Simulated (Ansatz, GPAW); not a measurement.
# Screening of a field by 1T-SiSTe under 2H-WSTe, AA, part 2 of 3

How does 1T-SiSTe under 2H-WSTe, AA screen a perpendicular field?

GPAW 26.7.0 and Ansatz 0.2.0; Ansatz plane waves; layer without images along its normal, relaxation of atoms and in-plane cell, with D3(BJ) dispersion (the session's first sound run).

So far. Step 2 (Relaxation): The relaxation lowered the energy of the cell by 2.72 eV.

## 3. The slab's potential

The work function is the vacuum plateau of the electrostatic potential less the Fermi level; a dipole layer lets the two faces have plateaus of their own.

This step: GPAW, PAW setups; slab in vacuum (GPAW 26.7.0).

The cell differs from the one that the last finished run ended in (c 42.137 → 24.162 Å).

Contents of run.py:

```python
import json
import numpy as np
from ase import Atoms
from gpaw import GPAW, PW

slab = Atoms(
    ['Te', 'Si', 'S', 'Te', 'W', 'S'],
    positions=[
        [1.70452, 0.98411, 7.00000],
        [-0.00000, -0.00000, 8.79250],
        [-0.00000, 1.96821, 10.04901],
        [-0.00000, 1.96821, 13.81875],
        [-0.00000, -0.00000, 15.70762],
        [-0.00000, 1.96821, 17.16198]],
    cell=[[3.40905, 0.0, -0.0], [-1.70452, 2.95232, 0.0], [-0.0, 0.0, 24.162]],
    pbc=[True, True, False])

slab.calc = GPAW(mode=PW(400), xc='PBE', kpts={'size': (9, 9, 1), 'gamma': True},
                 occupations={'name': 'fermi-dirac', 'width': 0.05}, nbands='200%',
                 convergence={'density': 1e-05}, maxiter=200,
                 poissonsolver={'dipolelayer': 'xy'},
                 symmetry={'tolerance': 1e-3}, txt='slab.txt')
result = {}
energy = slab.get_potential_energy()
fermi = slab.calc.get_fermi_level()
v = slab.calc.get_electrostatic_potential().mean((0, 1)) - fermi
n = slab.calc.get_pseudo_density().mean((0, 1))
L = slab.cell[2, 2]
z = np.arange(len(v)) * L / len(v)
low, high = slab.positions[:, 2].min(), slab.positions[:, 2].max()
below, above = np.interp([low - 4.8, high + 4.8], z, v)
slopes = [np.interp(x, z, np.gradient(v, z)) for x in (low - 4.8, high + 4.8)]
eps = np.array([[slab.calc.get_eigenvalues(k, s) for k in range(len(slab.calc.get_ibz_k_points()))]
                for s in range(slab.calc.get_number_of_spins())]) - fermi
top, bottom = eps[eps < 0].max(), eps[eps > 0].min()
dipole = slab.get_dipole_moment()[2]
print(f'energy {energy:.4f} eV, Fermi level {fermi:.4f} eV, dipole {dipole:.5f} e A')
print(f'potential 4.8 A off the faces, from the Fermi level: lower {below:.4f} eV, upper {above:.4f} eV')
print(f'slope of the potential there: lower {slopes[0]:.5f}, upper {slopes[1]:.5f} eV/A')
print(f'nearest levels on the mesh: {top:.4f} and {bottom:.4f} eV')
print('magnetic moment', round(slab.get_magnetic_moment(), 3))
result.update(energy=energy, fermi=fermi, dipole=dipole, below=below, above=above, slopes=slopes, edges=[top, bottom],
              z=z.tolist(), v=v.tolist(), n=n.tolist(), positions=slab.positions.tolist(),
              forces=slab.get_forces(apply_constraint=False).tolist(), moments=slab.get_magnetic_moments().tolist())
json.dump(result, open('result.json', 'w'))
```

Started as:

```
OMP_NUM_THREADS=1 OPENBLAS_NUM_THREADS=1 python run.py
```

What it wrote:

```text
energy -32.8755 eV, Fermi level 1.9861 eV, dipole -0.08496 e A
potential 4.8 A off the faces, from the Fermi level: lower 4.0337 eV, upper 5.5493 eV
slope of the potential there: lower -0.00015, upper -0.00001 eV/A
nearest levels on the mesh: -0.0005 and 0.0038 eV
magnetic moment 0.0
```

Run time: 48 s. Hardware: 1 thread of Intel Xeon Platinum 8375C at 2.90GHz (Ice Lake), shared host; peak memory 0.24 GiB.

Numbers from this step:

```
dipole along the normal                    : -0.08496 e·Å
levels nearest the Fermi level on the mesh : -5.40e-4, 0.003813 eV from the Fermi level
upper work function                        : 5.549 eV
lower work function                        : 4.034 eV
```

The electrostatic potential energy of an electron (without an applied field's), less the Fermi level, planar mean oscillates, so the rows of the table below give means over windows of 1 Å about each position, cut where the curve ends. Its maxima inside the range that stand out by 2 % of the span (Å: eV): 8.0: -4.11, 9.4: -8.23, 11.8: 3.99, 14.8: -4.70, 16.5: -7.02. Its minima: 7.0: -23.1, 8.8: -13.4, 10.0: -17.6, 13.8: -23.0, 15.7: -20.3, 17.2: -16.3.

Electrostatic potential energy of an electron (without an applied field's), less the Fermi level, planar mean against z; means over each step:

```tsv
z (Å)	electrostatic potential energy of an electron (without an applied field's), less the Fermi level, planar mean (eV)
0	4.32
1	4.03
2	4.03
3	4.03
4	4.01
5	3.70
6	-1.40
7	-18.2
8	-6.50
9	-11.0
10	-12.8
11	1.18
12	3.62
13	-4.26
14	-17.3
15	-8.78
16	-14.9
17	-11.6
18	1.02
19	5.34
20	5.54
21	5.55
22	5.55
23	5.55
24	5.42
```

Table of pseudo valence density, planar mean by z:

z (Å), pseudo valence density, planar mean (e/Å³) and a bar from the least value:
```
     0.00       0.00 
     0.65       0.00 
     1.29       0.00 
     1.94       0.00 
     2.59       0.00 
     3.24       0.00 
     3.88       0.00 
     4.53       0.00 
     5.18       0.02 
     5.82       0.11 ###
     6.47       0.32 ########
     7.12       0.15 ####
     7.77       0.36 #########
     8.41       0.25 #######
     9.06       0.29 #######
     9.71       0.47 ############
    10.36       0.37 ##########
    11.00       0.12 ###
    11.65       0.02 #
    12.30       0.04 #
    12.94       0.21 #####
    13.59       0.20 #####
    14.24       0.36 #########
    14.89       0.39 ##########
    15.53       1.16 ##############################
    16.18       0.68 ##################
    16.83       0.48 ############
    17.47       0.37 ##########
    18.12       0.12 ###
    18.77       0.02 
    19.42       0.00 
    20.06       0.00 
    20.71       0.00 
    21.36       0.00 
    22.00       0.00 
    22.65       0.00 
    23.30       0.00 
    23.95       0.00
```

Force by atom:

```tsv
atom	x (eV/Å)	y (eV/Å)	z (eV/Å)	size
Te1	0.000	0.000	-0.122	0.122
Si2	0.000	0.000	-0.068	0.068
S3	0.000	0.000	0.036	0.036
Te4	0.000	0.000	0.062	0.062
W5	0.000	0.000	-0.026	0.026
S6	0.000	0.000	0.119	0.119
```

The potential is flat to 1.5e-4 eV/Å where it is read, so the vacuum is wide enough. The geometry is the other program's minimum (found with a dispersion term); here the largest force on a free atom is 0.12 eV/Å.

## 4. Field on

A uniform field along the normal polarises the slab; the atoms stay fixed, so this is the electronic response alone.

Edit run.py of step 3 so:

```diff
@@ -4,2 +4,3 @@
 from gpaw import GPAW, PW
+from gpaw.external import ConstantElectricField
 
@@ -21,2 +22,3 @@
                  poissonsolver={'dipolelayer': 'xy'},
+                 external=ConstantElectricField(-0.2, [0, 0, 1]),
                  symmetry={'tolerance': 1e-3}, txt='slab.txt')
```

What it wrote:

```text
energy -32.9068 eV, Fermi level 2.0160 eV, dipole -0.22280 e A
potential 4.8 A off the faces, from the Fermi level: lower 2.7429 eV, upper 6.7487 eV
slope of the potential there: lower -0.00009, upper 0.00005 eV/A
nearest levels on the mesh: -0.0155 and 0.0100 eV
magnetic moment 0.0
```

Wall time 1.9 min (1 thread); peak memory 0.39 GiB.

Numbers from this step:

```yaml
dipole_along_the_normal: -0.2228 e·Å
levels_nearest_the_fermi_level_on_the_mesh: -0.01555, 0.009987 eV from the Fermi level
potential_below_the_slab_the_applied_field_s_own_ramp_left_out: 2.743 eV from the Fermi level
potential_above_the_slab_the_applied_field_s_own_ramp_left_out: 6.749 eV from the Fermi level
```

The electrostatic potential energy of an electron (without an applied field's), less the Fermi level, planar mean oscillates, so the rows of the table below give means over windows of 1 Å about each position, cut where the curve ends. Its maxima inside the range that stand out by 2 % of the span (Å: eV): 8.0: -4.93, 9.4: -8.77, 11.8: 3.91, 14.8: -4.19, 16.5: -6.17, 22.2: 6.75. Its minima: 7.0: -24.2, 8.8: -14.0, 10.0: -18.0, 13.8: -22.7, 15.7: -19.6, 17.2: -15.3.

Table of electrostatic potential energy of an electron (without an applied field's), less the Fermi level, planar mean by z; means over each step:

z (Å), electrostatic potential energy of an electron (without an applied field's), less the Fermi level, planar mean (eV) and a bar from the least value:
```
        0        3.5 ##########################
        1        2.7 #########################
        2        2.7 #########################
        3        2.7 #########################
        4        2.7 #########################
        5        2.4 #########################
        6       -2.6 ###################
        7      -19.2 
        8       -7.3 ##############
        9      -11.6 #########
       10      -13.2 #######
       11        1.0 #######################
       12        3.6 ##########################
       13       -4.1 #################
       14      -17.0 ###
       15       -8.2 #############
       16      -14.2 ######
       17      -10.7 ##########
       18        2.1 #########################
       19        6.5 ##############################
       20        6.7 ##############################
       21        6.7 ##############################
       22        6.7 ##############################
       23        6.7 ##############################
       24        6.4 ##############################
```

Force by atom:

```tsv
atom	x (eV/Å)	y (eV/Å)	z (eV/Å)	size
Te1	0.000	0.000	-0.124	0.124
Si2	0.000	0.000	-0.078	0.078
S3	0.000	0.000	0.047	0.047
Te4	0.000	0.000	0.064	0.064
W5	0.000	0.000	-0.060	0.060
S6	0.000	0.000	0.148	0.148
```

The dipole is now -0.223 e Å, against -0.085 in the run without a field.

## 5. Field on

Edit run.py of step 4 so:

```diff
@@ -22,3 +22,3 @@
                  poissonsolver={'dipolelayer': 'xy'},
-                 external=ConstantElectricField(-0.2, [0, 0, 1]),
+                 external=ConstantElectricField(-0.1, [0, 0, 1]),
                  symmetry={'tolerance': 1e-3}, txt='slab.txt')
```

What it wrote:

```text
energy -32.8877 eV, Fermi level 2.0001 eV, dipole -0.15368 e A
potential 4.8 A off the faces, from the Fermi level: lower 3.3876 eV, upper 6.1508 eV
slope of the potential there: lower -0.00012, upper 0.00002 eV/A
nearest levels on the mesh: -0.0173 and 0.0070 eV
magnetic moment 0.0
```

The job ended after 2.5 min (1 thread; peak memory 0.39 GiB).

Numbers from this step:

```
dipole along the normal                                         : -0.1537 e·Å
levels nearest the Fermi level on the mesh                      : -0.01735, 0.006957 eV from the Fermi level
potential below the slab, the applied field's own ramp left out : 3.388 eV from the Fermi level
potential above the slab, the applied field's own ramp left out : 6.151 eV from the Fermi level
```

Electrostatic potential energy of an electron (without an applied field's), less the Fermi level, planar mean against z:

z (Å), electrostatic potential energy of an electron (without an applied field's), less the Fermi level, planar mean (eV) and a bar from the least value:
```
      0.0        4.8 #############################
      0.5        3.4 ###########################
      1.0        3.4 ###########################
      1.5        3.4 ###########################
      2.0        3.4 ###########################
      2.5        3.4 ###########################
      3.0        3.4 ###########################
      3.5        3.4 ###########################
      4.0        3.4 ###########################
      4.5        3.3 ###########################
      5.0        3.2 ###########################
      5.5        2.4 ##########################
      6.0       -0.7 #######################
      6.5      -11.2 ############
      7.0      -23.6 
      7.5      -11.9 ############
      8.0       -4.6 ###################
      8.5      -10.5 #############
      9.0      -12.4 ###########
      9.5       -8.8 ###############
     10.0      -17.5 ######
     10.5       -5.8 ##################
     11.0        2.1 ##########################
     11.5        3.8 ############################
     12.0        3.8 ############################
     12.5        2.5 ##########################
     13.0       -2.6 #####################
     13.5      -16.5 #######
     14.0      -20.5 ###
     14.5       -6.9 #################
     15.0       -6.2 ##################
     15.5      -17.7 ######
     16.0      -15.8 ########
     16.5       -6.6 #################
     17.0      -14.0 ##########
     17.5       -7.4 ################
     18.0        2.9 ###########################
     18.5        5.5 #############################
     19.0        6.0 ##############################
     19.5        6.1 ##############################
     20.0        6.1 ##############################
     20.5        6.1 ##############################
     21.0        6.2 ##############################
     21.5        6.2 ##############################
     22.0        6.2 ##############################
     22.5        6.2 ##############################
     23.0        6.2 ##############################
     23.5        6.2 ##############################
     24.0        5.4 #############################
```

Force by atom:

```tsv
atom	x (eV/Å)	y (eV/Å)	z (eV/Å)	size
Te1	0.000	0.000	-0.123	0.123
Si2	0.000	0.000	-0.073	0.073
S3	0.000	0.000	0.042	0.042
Te4	0.000	0.000	0.064	0.064
W5	0.000	0.000	-0.044	0.044
S6	0.000	0.000	0.134	0.134
```

The dipole is now -0.154 e Å, against -0.085 in the run without a field.

## 6. Field on

Edit run.py of step 5 so:

```diff
@@ -22,3 +22,3 @@
                  poissonsolver={'dipolelayer': 'xy'},
-                 external=ConstantElectricField(-0.1, [0, 0, 1]),
+                 external=ConstantElectricField(-0.05, [0, 0, 1]),
                  symmetry={'tolerance': 1e-3}, txt='slab.txt')
```

What it wrote:

```text
energy -32.8807 eV, Fermi level 1.9932 eV, dipole -0.11898 e A
potential 4.8 A off the faces, from the Fermi level: lower 3.7107 eV, upper 5.8498 eV
slope of the potential there: lower -0.00014, upper -0.00000 eV/A
nearest levels on the mesh: -0.0112 and 0.0054 eV
magnetic moment 0.0
```

Run time: 2.1 min. Hardware: 1 thread; peak memory 0.39 GiB.

## 7. Field on

Edit run.py of step 6 so:

```diff
@@ -22,3 +22,3 @@
                  poissonsolver={'dipolelayer': 'xy'},
-                 external=ConstantElectricField(-0.05, [0, 0, 1]),
+                 external=ConstantElectricField(0.05, [0, 0, 1]),
                  symmetry={'tolerance': 1e-3}, txt='slab.txt')
```

What it wrote:

```text
energy -32.8721 eV, Fermi level 1.9796 eV, dipole -0.04950 e A
potential 4.8 A off the faces, from the Fermi level: lower 4.3575 eV, upper 5.2476 eV
slope of the potential there: lower -0.00014, upper -0.00002 eV/A
nearest levels on the mesh: -0.0202 and 0.0022 eV
magnetic moment 0.0
```

The job ended after 2.1 min (1 thread; peak memory 0.39 GiB).

## 8. In a field

Edit run.py of step 7 so:

```diff
@@ -22,3 +22,3 @@
                  poissonsolver={'dipolelayer': 'xy'},
-                 external=ConstantElectricField(0.05, [0, 0, 1]),
+                 external=ConstantElectricField(0.1, [0, 0, 1]),
                  symmetry={'tolerance': 1e-3}, txt='slab.txt')
```

What it wrote:

```text
energy -32.8704 eV, Fermi level 1.9730 eV, dipole -0.01468 e A
potential 4.8 A off the faces, from the Fermi level: lower 4.6818 eV, upper 4.9459 eV
slope of the potential there: lower -0.00021, upper -0.00003 eV/A
nearest levels on the mesh: -0.0211 and 0.0006 eV
magnetic moment 0.0
```

Wall time 3.1 min (1 thread); peak memory 0.39 GiB.

The electrostatic potential energy of an electron (without an applied field's), less the Fermi level, planar mean oscillates, so the rows of the table below give means over windows of 1 Å about each position, cut where the curve ends. Its maxima inside the range that stand out by 2 % of the span (Å: eV): 8.0: -3.70, 9.4: -7.95, 11.6: 4.03, 14.8: -4.96, 16.5: -7.45. Its minima: 7.0: -22.6, 8.8: -13.1, 10.0: -17.4, 13.8: -23.2, 15.7: -20.7, 17.2: -16.8.

The electrostatic potential energy of an electron (without an applied field's), less the Fermi level, planar mean by z; means over each step:

```tsv
z (Å)	electrostatic potential energy of an electron (without an applied field's), less the Fermi level, planar mean (eV)
0	4.73
1	4.68
2	4.68
3	4.68
4	4.66
5	4.34
6	-0.810
7	-17.7
8	-6.10
9	-10.7
10	-12.6
11	1.28
12	3.64
13	-4.34
14	-17.5
15	-9.07
16	-15.3
17	-12.1
18	0.455
19	4.74
20	4.94
21	4.95
22	4.95
23	4.95
24	4.92
```

The dipole is now -0.0147 e Å, against -0.085 in the run without a field.

## 9. In a field

Edit run.py of step 8 so:

```diff
@@ -22,3 +22,3 @@
                  poissonsolver={'dipolelayer': 'xy'},
-                 external=ConstantElectricField(0.1, [0, 0, 1]),
+                 external=ConstantElectricField(0.2, [0, 0, 1]),
                  symmetry={'tolerance': 1e-3}, txt='slab.txt')
```

What it wrote:

```text
energy -32.8722 eV, Fermi level 1.9602 eV, dipole 0.05503 e A
potential 4.8 A off the faces, from the Fermi level: lower 5.3314 eV, upper 4.3421 eV
slope of the potential there: lower -0.00027, upper -0.00004 eV/A
nearest levels on the mesh: -0.0026 and 0.0194 eV
magnetic moment 0.0
```

Elapsed: 2 min, on 1 thread; peak memory 0.4 GiB.

[end of part 2 of 3]

[Logs are printed without paths, hosts, clocks, repeated set-up lines and the standing remarks that a program may print on its own settings, such as how far it seeks lower states.]

[Hosts, paths, dates, database ids (printed as entryN), source tags and the programs' standing remarks are cut or masked in the printed files.]
